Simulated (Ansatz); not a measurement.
## SrO (Fm-3m):V_O, thermodynamic levels from a 54-atom cell

Wanted: the transition levels of a vacancy in SrO (Fm-3m), from a cell of 54 host atoms with 1 O taken out.

Main program and level: Ansatz 0.2.0; place-levels on r2SCAN runs: charge-transition levels and formation energies with image-charge correction and potential alignment at the atomic sites; PAW set soft_1.

### Step 1. The structure

The cell holds 53 atoms: 27 Sr and 26 O. Its edges and angles: a = 10.782 Å, b = 10.782 Å, c = 10.782 Å, α = 60.0°, β = 60.0°, γ = 60.0°. It derives from SrO (space group Fm-3m). Nearest the centre at fractional (0.667, 0.667, 0.333): Sr27 at 2.54 Å, Sr31 at 2.54 Å, Sr43 at 2.54 Å, Sr33 at 2.54 Å, Sr49 at 2.54 Å, Sr45 at 2.54 Å, O14 at 3.59 Å, O10 at 3.59 Å.

Known beforehand: the electronic dielectric constant, 3.86, and the static one, 21.43, computed on the host (DFPT, PBEsol, on the r2SCAN cell), and a cell off the functional's own equilibrium shifts the ionic part.

The relaxed host is scaled by −1.5 % along all axes; the dielectric constants are those of the unstrained host.

The cell's shortest repeat is 10.8 Å.

### Step 2. What was run first

A transition level is the Fermi level at which two charge states cost the same, so each charge needs its own total energy, at its own relaxed structure.

Each atom starts 0.05 Å or so off its site in a random direction: a symmetric start keeps its symmetry, and would miss off-centre moves and Jahn–Teller distortions. Forces are taken at one point at (¼, ¼, ¼). The cell holds 1 electron more than the neutral one, with a uniform background that keeps it neutral on the whole. The electron count is odd, so at least one spin is unpaired; this run locks the moment at 1 μB.

The sampling was tested on the host first: at the k-points planned (1x1x1 shifted 0.25 0.25 0.25) its energy lies 0.004 eV an atom from the dense-mesh value, under the bound of 0.02 eV set for this test; that bounds the host's error, not the defect's.

One state's input; the others differ in charge, spin, start and seed, and in occupations where the table says so.

The input, qm1_M1.relax/input.yaml:

```yaml
crystal:
  lattice:
    - [0.0, 7.6243018, 7.6243018]
    - [7.6243018, 0.0, 7.6243018]
    - [7.6243018, 7.6243018, 0.0]
  atoms:
    - { symbol: Sr, position: [0.16666667, 0.16666667, 0.16666667] }
    - { symbol: O, position: [0.0, 0.0, 0.0] }
[... 7 atom lines left out ...]
    - { symbol: O, position: [0.0, 0.33333333, 0.33333333] }
[... 3 atom lines left out ...]
    - { symbol: O, position: [0.0, 0.66666667, 0.0] }
[... 1 atom line left out ...]
    - { symbol: O, position: [0.0, 0.66666667, 0.33333333] }
[... 5 atom lines left out ...]
    - { symbol: O, position: [0.33333333, 0.0, 0.33333333] }
[... 4 atom lines left out ...]
    - { symbol: Sr, position: [0.5, 0.5, 0.5] }
[... 3 atom lines left out ...]
    - { symbol: Sr, position: [0.5, 0.83333333, 0.16666667] }
[... 1 atom line left out ...]
    - { symbol: Sr, position: [0.5, 0.83333333, 0.5] }
    - { symbol: O, position: [0.33333333, 0.66666667, 0.33333333] }
[... 1 atom line left out ...]
    - { symbol: O, position: [0.33333333, 0.66666667, 0.66666667] }
[... 1 atom line left out ...]
    - { symbol: O, position: [0.66666667, 0.0, 0.0] }
    - { symbol: Sr, position: [0.83333333, 0.16666667, 0.5] }
    - { symbol: O, position: [0.66666667, 0.0, 0.33333333] }
[... 2 atom lines left out ...]
    - { symbol: Sr, position: [0.83333333, 0.5, 0.16666667] }
[... 1 atom line left out ...]
    - { symbol: Sr, position: [0.83333333, 0.5, 0.5] }
    - { symbol: O, position: [0.66666667, 0.33333333, 0.33333333] }
[... 1 atom line left out ...]
    - { symbol: O, position: [0.66666667, 0.33333333, 0.66666667] }
    - { symbol: Sr, position: [0.83333333, 0.83333333, 0.16666667] }
    - { symbol: O, position: [0.66666667, 0.66666667, 0.0] }
    - { symbol: Sr, position: [0.83333333, 0.83333333, 0.5] }
[... 1 atom line left out ...]
    - { symbol: O, position: [0.66666667, 0.66666667, 0.66666667] }
  host:
    repeats: [3, 3, 3]
    atoms:
      - { symbol: Sr, position: [0.5, 0.5, 0.5] }
      - { symbol: O, position: [0.0, 0.0, 0.0] }
total_charge: -1
basis:
  ecutwfc: 500
  xc_grid: 2
hamiltonian:
  xc: r2scan
  pseudopotentials: { kind: paw, azcp: { folder: soft_1 } }
kpoints:
  mp_grid: { grid: [1, 1, 1], shift: [0.25, 0.25, 0.25] }
magnetization:
  spin_polarized: true
  initial_magnetization: 1
  spin_locking: { lock_magnetization: hard }
scf:
  occupations: { method: fixed }
  max_iter: 60
output:
  forces: true
  charged_corrections:
    epsilon: 3.86
    static_epsilon: 21.43
    defect_position: [0.666667, 0.666667, 0.333333]
relax:
  f_tol: 0.02
  max_steps: 80
  random_displacement: { amplitude: 0.05, seed: 9100 }
checkpoint:
  write: "../qm1_M1.relax.run"
  compress: false
  write_wavefunctions: true
  write_every: 100000
```

Run with:

```
$ ansatz run input.yaml --threads 4 --pin off --max-ram 15073MiB --backend cpu --events-out ev --progress --plain --runs-dir out
```

Defect states can disperse in a cell of this size, so the energy is taken again at a 2×2×2 shifted mesh, on the relaxed structure.

The run of this state that the levels use, under r2SCAN:

The input, qm1_M1.point/input.yaml:

```yaml
crystal:
  checkpoint: "../qm1_M1.relax.run"
  host: checkpoint
total_charge: -1
basis:
  ecutwfc: 500
  xc_grid: 2
hamiltonian:
  xc: r2scan
  pseudopotentials: { kind: paw, azcp: { folder: soft_1 } }
kpoints:
  mp_grid: { grid: [2, 2, 2], shift: [0.5, 0.5, 0.5] }
magnetization:
  spin_polarized: true
  initial_magnetization: 1
  spin_locking: { lock_magnetization: hard }
scf:
  occupations: { method: fermi_dirac, width: 0.01 }
  max_iter: 60
output:
  forces: true
  eigenvalues: true
  charged_corrections:
    epsilon: 3.86
    static_epsilon: 21.43
    defect_position: [0.666667, 0.666667, 0.333333]
  eigenstates: { localisation: true }
  populations: true
  efg: {}
checkpoint:
  read: "../qm1_M1.relax.run"
  write: "../qm1_M1.point.run"
  compress: false
  write_wavefunctions: false
  write_every: 100000
```

Relaxations under r2SCAN at one point at (¼, ¼, ¼); times on 4 threads of Arm Neoverse V2, shared host:

```tsv
charge	moment (μB)	occupations	outcome	steps	largest displacement against the far atoms (Å)	time
−1	1	fixed	converged	16	0.07	11 min
0	0	fixed	converged	5	0.06	90 s
+1	1	fixed	converged	5	0.10	3.1 min
+2	0	fixed	converged	5	0.17	88 s
0	2	fixed	converged	7	0.10	5.5 min
```

Single points under r2SCAN at a 2×2×2 shifted mesh; times on 4 threads of Arm Neoverse V2, shared host:

```tsv
charge	moment (μB)	occupations	outcome	time
−1	1	fermi-dirac	converged	4.4 min
0	0	fermi-dirac	converged	1.8 min
+1	1	fermi-dirac	converged	4 min
+2	0	fermi-dirac	converged	1.7 min
0	2	fermi-dirac	converged	4.7 min
```

Distances (Å) from the ideal centre to the nearest atoms after relaxation with r2SCAN:

```tsv
charge	moment (μB)	1.	2.	3.	4.	5.	6.
−1	1	Sr 2.60	Sr 2.60	Sr 2.60	Sr 2.60	Sr 2.61	Sr 2.61
0	0	Sr 2.59	Sr 2.60	Sr 2.60	Sr 2.60	Sr 2.60	Sr 2.60
0	2	Sr 2.63	Sr 2.63	Sr 2.64	Sr 2.64	Sr 2.64	Sr 2.65
+1	1	Sr 2.63	Sr 2.63	Sr 2.64	Sr 2.64	Sr 2.65	Sr 2.65
+2	0	Sr 2.70	Sr 2.70	Sr 2.71	Sr 2.71	Sr 2.72	Sr 2.72
```

### Step 3. Placing the levels, r2SCAN

A charged cell interacts with its images and the background, and its potential has another zero than the host's. place-levels removes the first by a point-charge model, screened by the static dielectric constant since the ions have relaxed around the charge, and the second by comparing potentials at atoms far from the defect.

The host is a run of the defect-free crystal in the same cutoffs, grids and k-points, so that basis and sampling errors cancel in part in the differences. Its band edges come from a run of the primitive cell that searches the zone for them. Chemical potentials are energies per atom of O (O2 molecule), run with the same functional and cutoff.

The input, levels.point.yaml:

```yaml
host:
  run: host.point.run
  levels_from: { run: edges.point.run }
states: [qm1_M1.point.run, q0.point.run, qp1_M1.point.run, qp2.point.run, q0_M2.point.run]
geometry_from:
  qm1_M1.point.run: qm1_M1.relax.run
  q0.point.run: q0.relax.run
  qp1_M1.point.run: qp1_M1.relax.run
  qp2.point.run: qp2.relax.run
  q0_M2.point.run: q0_M2.relax.run
chemical_potentials:
  O:
    energy: -565.989614
    dataset: <sha256 of the dataset>
epsilon: 3.86
static_epsilon: 21.43
vertical:
  - { from: qm1_M1.point.run, to: qm1_M1.point_neutral.run }
  - { from: qp1_M1.point.run, to: qp1_M1.point_neutral.run }
  - { from: qp2.point.run, to: qp2.point_neutral.run }
```

Run with:

```
$ ansatz place-levels levels.point.yaml -- --threads 4 --pin off --max-ram 15073MiB
```

Numbers of over 12 decimals in the logs are rounded to 6 here.

The program printed:

```text
[... repeated set-up lines and file paths are left out, and long positions are rounded to six places ...]
(+2/+1) 1.574 eV above the valence edge, 2.204 eV under the conduction edge
(+1/0) 3.375 eV above the valence edge, 0.402 eV under the conduction edge
(0/-1) 3.813 eV above the valence edge (+4.132 eV without the band-filling correction), in the conduction band
formation energy of charge +2: +2.162 eV with the Fermi level at the valence edge
formation energy of charge +1: +3.736 eV with the Fermi level at the valence edge
formation energy of charge 0: +7.111 eV with the Fermi level at the valence edge
formation energy of charge -1: +10.924 eV with the Fermi level at the valence edge
vertical -1 to 0: no energy, since no alignment is typed
  the change from vertical[0].from (qm1_M1.point.run) to vertical[0].to (qm1_M1.point_neutral.run): by its potential at epsilon 3.86 it is spread over the cell along a vector, with an rms radius of about 7.4 Å (4.2 4.3 4.2 Å across the planes of the cell's [...]
vertical +1 to 0: no energy, since no alignment is typed
  the change from vertical[1].from (qp1_M1.point.run) to vertical[1].to (qp1_M1.point_neutral.run): by its potential at epsilon 3.86 it stands at 0.668 0.665 0.334, with an rms radius of about 1.6 Å (0.9 0.9 0.9 Å across the planes of the cell's vectors); [...]
vertical +2 to 0: no energy, since no alignment is typed
  the change from vertical[2].from (qp2.point.run) to vertical[2].to (qp2.point_neutral.run): by its potential at epsilon 3.86 it stands at 0.666 0.666 0.333, with an rms radius of about 2.1 Å (1.2 1.2 1.2 Å across the planes of the cell's vectors); [...]
  edges by r2scan of host.levels_from (edges.point.run), its mesh sampled to repeats of 32.35 Å (the valence edge +0.094 eV and the conduction edge -0.236 eV from those of the host's own run), gap 3.777 eV; the host is sampled to repeats of 21.56 Å
  the defect's cells are sampled to repeats of 21.56 Å, like sampling
  charge +2: -110878.2514 eV with its correction of +0.357 eV, at epsilon 21.43, aligned at sites: -0.0234 eV, mean over 21 atomic sites at or beyond 5.39 Å from the defect at [0.6667, 0.6667, 0.3333], with -0.000000 for the charge's moments and without [...]
  charge +1: -110868.6607 eV with its correction of +0.049 eV, at epsilon 21.43, aligned at sites: -0.0524 eV, mean over 21 atomic sites at or beyond 5.39 Å from the defect at [0.6667, 0.6667, 0.3333], with +0.000000 for the charge's moments and without [...]
  charge 0: +0.000 eV for its dipole among its images, +0.000 omitted
  charge -1: -110845.1192 eV with its correction of +0.168 eV, at epsilon 21.43, aligned at sites: -0.0668 eV, mean over 21 atomic sites at or beyond 5.39 Å from the defect at [0.6667, 0.6667, 0.3333], with +0.000000 for the charge's moments and without [...]
  states[0] (qm1_M1.point.run): levels filled in part (TS 0.003 eV): its energy is of no whole electron's
  charge 0: states[4] (q0_M2.point.run) stands 0.571 eV higher, with a moment of 2.00 μB against 0.00
  states[4] (q0_M2.point.run): levels filled in part (TS 0.003 eV): its energy is of no whole electron's
  of states[3] (qp2.point.run): it parts from the run that its charge is read beside by 2 carriers, of which the mean alone is read, by its potential at epsilon 3.86, taken for that of held ions (one typed too small widens it): that is narrow, but one of them [...]
  of states[2] (qp1_M1.point.run): its alignment with the host at atomic sites is doubtful: the cell is too small to show whether the defect's potential has decayed: take a larger one; stability_check_not_made
  of states[1] (q0.point.run): its alignment with the host at atomic sites is doubtful: the cell is too small to show whether the defect's potential has decayed: take a larger one
  of states[0] (qm1_M1.point.run): it parts from the run at its places by a charge that spreads by about 4.3 Å along one vector (1.5 Å or more is wide), by its potential at epsilon 3.86, taken for that of held ions (one typed too small widens it), where the [...]
  of states[4] (q0_M2.point.run): its alignment with the host at atomic sites is doubtful: the cell is too small to show whether the defect's potential has decayed: take a larger one; [...]
  vertical[0].from (qm1_M1.point.run): levels filled in part (TS 0.003 eV): its energy is of no whole electron's
  of vertical[0].from (qm1_M1.point.run): its moments are held at its close (magnetization.spin_locking), by a field of 0.102 eV a Bohr magneton, and its energy and levels are of the state that this holds: a run that lets them go can end lower; [...]
  of vertical[1].from (qp1_M1.point.run): stability_check_not_made
  of vertical[2].from (qp2.point.run): it parts from the run that its charge is read beside by 2 carriers, of which the mean alone is read, by its potential at epsilon 3.86, taken for that of held ions (one typed too small widens it): that is narrow, but one [...]
  vertical[2].to (qp2.point_neutral.run): levels filled in part (TS 0.014 eV): its energy is of no whole electron's
```

Wall time 0.47 s (4 threads of Arm Neoverse V2, shared host).

Levels between the charges placed, in eV above the valence top:

```tsv
	gap (eV)	(+2/+1)	(+1/0)	(0/−1)
r2SCAN	3.78	1.57	3.38	3.81
```

Corrections by state:

```tsv
charge	moment (μB)	image terms and alignment (eV)	band filling (eV)	ε used	over the lowest of its charge, as the program ranks them, band filling apart (eV)
+2	0.0	0.357	-	21.43	0.000
+1	1.0	0.049	-	21.43	0.000
0	0.0	0.000	-	-	0.000
−1	1.0	0.168	-0.319	21.43	0.000
0	2.0	0.000	-	-	0.571
```

The charged structures listed were also run neutral, and place-levels reads from each pair, by the potential or the spins, how wide the charge is by which they differ; that can be the carrier of either run.

```tsv
charge	rms radius (Å)	spread where it is widest against the cell (Å)	wide from (Å)	reading
+2	2.1	1.19	1.52	narrow
+1	1.6	0.91	1.52	narrow
−1	7.4	4.25	1.52	wide
```

The neutral runs of these pairs need not share the spin of the lowest neutral state, and very wide values only mean spread over the cell.

From the program's caveats on the states, each cut to its opening words:

- charge +2: it parts from the run that its charge is read beside by 2 carriers, of which the mean alone is read, by its potential at epsilon 3.86, taken for that of held [...]
- charge +2, +1 (1 μB), 0, −1 (1 μB), 0 (2 μB): its alignment with the host at atomic sites is doubtful: the cell is too small to show whether the defect's potential has decayed: take a larger one
- charge +1 (1 μB), −1 (1 μB), 0 (2 μB): flagged: stability check not made
- charge −1 (1 μB): it parts from the run at its places by a charge that spreads by about 4.3 Å along one vector (1.5 Å or more is wide), by its potential at epsilon 3.86, taken [...]
- charge −1 (1 μB): a band-filling correction moves a carrier to the host's band edge, which changes its energy by -0.319 eV
- charge −1 (1 μB): its moments are held at its close (magnetization.spin_locking), by a field of 0.102 eV a Bohr magneton, and its energy and levels are of the state that this [...]
- charge 0 (2 μB): its moments are held at its close (magnetization.spin_locking), by a field of 0.362 eV a Bohr magneton, and its energy and levels are of the state that this [...]

The host's formation energy from the elements is -2.965 eV per atom at this strain; it sets how far the chemical potentials can move.

Limit set by the element alone; other compounds of these elements are not counted. Chemical potentials from the elements' reference states: O 0.00 eV, Sr -5.93 eV. Formation energies (O-rich), with the Fermi level at the valence top and at the conduction bottom (gap 3.78 eV):

```tsv
charge	at valence top (eV)	at conduction bottom (eV)	correction included (eV)
+2	2.16	9.72	0.36
+1	3.74	7.51	0.05
0	7.11	7.11	0.00
−1	10.92	7.15	-0.15
```

Fermi level (eV), lowest formation energy (eV) and a bar from the least value:
```
     0.00       2.16 
     0.34       2.85 ####
     0.69       3.53 ########
     1.03       4.22 ############
     1.37       4.91 #################
     1.72       5.45 ####################
     2.06       5.80 ######################
     2.40       6.14 ########################
     2.75       6.48 ##########################
     3.09       6.83 ############################
     3.43       7.11 ##############################
     3.78       7.11 ##############################
```

Limit set by the element alone; other compounds of these elements are not counted. Chemical potentials from the elements' reference states: Sr 0.00 eV, O -5.93 eV. Formation energy by charge state (Sr-rich; gap 3.78 eV):

```tsv
charge	at valence top (eV)	at conduction bottom (eV)	correction included (eV)
+2	-3.77	3.79	0.36
+1	-2.19	1.58	0.05
0	1.18	1.18	0.00
−1	4.99	1.22	-0.15
```

| Fermi level (eV) | lowest formation energy (eV) |
| --- | --- |
| 0.00 | -3.77 |
| 0.34 | -3.08 |
| 0.69 | -2.39 |
| 1.03 | -1.71 |
| 1.37 | -1.02 |
| 1.72 | -0.48 |
| 2.06 | -0.13 |
| 2.40 | 0.21 |
| 2.75 | 0.55 |
| 3.09 | 0.90 |
| 3.43 | 1.18 |
| 3.78 | 1.18 |

### Step 4. Effect of the sampling

The relaxations' own energies give the levels at their sampling, for comparison.

The input, levels.relax_mesh.yaml:

```yaml
host:
  run: host.relax.run
  levels_from: { run: edges.relax.run }
states: [qm1_M1.relax.run, q0.relax.run, qp1_M1.relax.run, qp2.relax.run, q0_M2.relax.run]
chemical_potentials:
  O:
    energy: -565.989614
    dataset: <sha256 of the dataset>
```

Run with:

```
$ ansatz place-levels levels.relax_mesh.yaml -- --threads 4 --pin off --max-ram 15073MiB
```

The program printed:

```text
(+2/+1) 1.544 eV above the valence edge, 2.234 eV under the conduction edge
(+1/0) 3.306 eV above the valence edge, 0.472 eV under the conduction edge
[...]
formation energy of charge +2: +2.140 eV with the Fermi level at the valence edge
formation energy of charge +1: +3.684 eV with the Fermi level at the valence edge
formation energy of charge 0: +6.989 eV with the Fermi level at the valence edge
formation energy of charge -1: +10.811 eV with the Fermi level at the valence edge
  edges by r2scan of host.levels_from (edges.relax.run), its mesh sampled to repeats of 32.35 Å (the valence edge +0.083 eV and the conduction edge -0.499 eV from those of the host's own run), gap 3.777 eV; the host is sampled to repeats of 10.78 Å
[... the lines on each state left out ...]
```

Run time: 0.17 s. Hardware: 4 threads.

Levels between neighbouring charges, in eV above the valence top:

```tsv
	gap (eV)	(+2/+1)	(+1/0)	(0/−1)
one point at (¼, ¼, ¼)	3.78	1.54	3.31	3.82
a 2×2×2 shifted mesh	3.78	1.57	3.38	3.81
```

Going from one point at (¼, ¼, ¼) to a 2×2×2 shifted mesh moves the levels that carry no band-filling term by up to 0.07 eV and formation energies against the elements by up to 0.12 eV; band-filling terms, which differ between samplings, are in these energies.

### Step 5. What came out

```json
{"gap of the host": "3.78 eV (r2SCAN)", "level (plus 2/plus 1)": "1.57 eV above the valence top", "level (plus 1/0)": "3.38 eV above the valence top", "level (0/minus 1)": "3.81 eV above the valence top, past the conduction bottom (4.13 eV above the valence top without the band-filling term)", "lowest of the charges placed, just above the valence top (0.02 eV)": "+2", "lowest of the charges placed, just below the conduction bottom (0.02 eV)": "0", "lowest formation energy at mid-gap of the charges run, O-rich": "5.62 eV", "lowest formation energy at mid-gap of the charges run, Sr-rich": "-0.31 eV"}
```

What this shows: Of the charges placed (−1, 0, +1 and +2), the lowest changes at 1.57 eV (+2/+1) and 3.38 eV (+1/0) above the valence top, in a gap of 3.78 eV. Charges above +2 were not placed, so these runs say nothing of levels that involve them. States placed: +2 at 0 μB; +1 at 1 μB; 0 at 0 μB and 2 μB; −1 at 1 μB. Other spin states or structures, where not listed, weren't placed. The program finds carriers beyond a band edge of the host and adds a band-filling term at charge −1 (-0.32 eV); steps to such a charge show no bound level, and a defect level inside a band would be read the same way. Going from one point at (¼, ¼, ¼) to a 2×2×2 shifted mesh moves the levels that carry no band-filling term by up to 0.07 eV and formation energies against the elements by up to 0.12 eV; band-filling terms, which differ between samplings, are in these energies. The program doubts the alignment of potentials for at least one state, a sign that the cell is small. Limits: r2SCAN makes the gap too small and tends to spread out bound carriers; where a gas molecule sets a chemical potential or the host's formation energy, its binding is uncorrected; force components of up to 0.12 eV/Å remain in a run at the final settings.

[Logs are printed without paths, hosts, clocks, repeated set-up lines and the standing remarks that a program may print on its own settings, such as how far it seeks lower states.]

[Hosts, paths, dates, database ids (printed as entryN), source tags and the programs' standing remarks are cut or masked in the printed files.]

[Where a table of states has a column of steps, it counts the stored structures, which are thinned; the runs took as many ionic steps or more.]

[A defect's name tells the site on which it was built; relaxed atoms can leave that site.]

[For some hosts the program warned that the k-mesh of the response run may be too coarse for force constants and the static dielectric constant; such warnings are not shown here.]
